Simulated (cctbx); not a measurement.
## Symmetry from intensities

Cell: a = 4.9420 Å, b = 4.9420 Å, c = 11.9290 Å, α = 90.00°, β = 90.00°, γ = 90.00°. Expected content of the cell: Pb2 Hg4 Ce2 Sr2.

The data are simulated with cctbx, not measured: synchrotron X-rays, λ = 0.4959 Å, to d = 0.75 Å, 50 % of the full sphere, strongest reflection 20000 counts, noise from counting, a 4 % proportional error and a noise floor of 15 counts (s.d.); no absorption.

Tests on the unmerged data give:

```text
1458 reflections to d = 0.752 A
centring   violations  <I/sigma> of those
    A        431 of   712      9.4
    B        426 of   726      9.0
    C        461 of   750      7.6
    I        269 of   731      3.4
    R        603 of   963      9.2
    F        659 of  1094      8.7
Laue class    unique    Rint  (classes that these axes allow; Friedel mates merged)
P -1             1091   0.029
P 1 2/m 1         723   0.033
P 1 1 2/m         693   0.036
P 2/m 1 1         718   0.033
P m m m           440   0.038
P 4/m             386   0.041
P 4/m m m         263   0.042
space group    extra absences  I>4sigma  <I/sigma>
P 4 2 2                 0          0         -  acentric
P 4 21 2                7          0       0.7  acentric
P 4 m m                 0          0         -  acentric
P -4 2 m                0          0         -  acentric
P -4 21 m               7          0       0.7  acentric
P -4 m 2                0          0         -  acentric
P 4/m m m               0          0         -  centric
P 4/n m m :1           31          0       0.1  centric
P 4/n m m :2           31          0       0.1  centric
Wilson B = 1.21 A^2   <|E^2-1|> = 0.997 (0.968 centric, 0.736 acentric)   E^2>4: 4.8 %
shell (A)         n   <I/sigma>
11.93 - 1.50     47     21.0
 1.50 - 1.19     30     19.6
 1.19 - 1.04     35     22.6
 1.04 - 0.95     33     19.7
 0.95 - 0.88     27     16.7
 0.88 - 0.83     28     20.9
 0.83 - 0.79     29     15.1
 0.79 - 0.75     34     19.0
```

**Question.** What are the lattice type, the Laue class and the likely space group?

Every centring test has many violations, so the lattice is primitive.

Rint stays low (0.029 to 0.042) up to P 4/m m m, the highest class in these axes.

9 settings pass the absence test. The most absences obeyed, 31, belong to P 4/n m m alone.

⟨|E²−1|⟩ = 0.997 leans to a centrosymmetric structure. The Wilson B of 1.21 Å² means U ≈ 0.0153 Å².

The true group is P4/nmm (no. 129, origin choice 1), Laue class 4/mmm, centrosymmetric. The tables fix it.

The model is made up (kin elements in a known structure type, no relaxation), so it says nothing on whether the phase exists.

[Logs are printed without paths, hosts, clocks, repeated set-up lines and the standing remarks that a program may print on its own settings, such as how far it seeks lower states.]
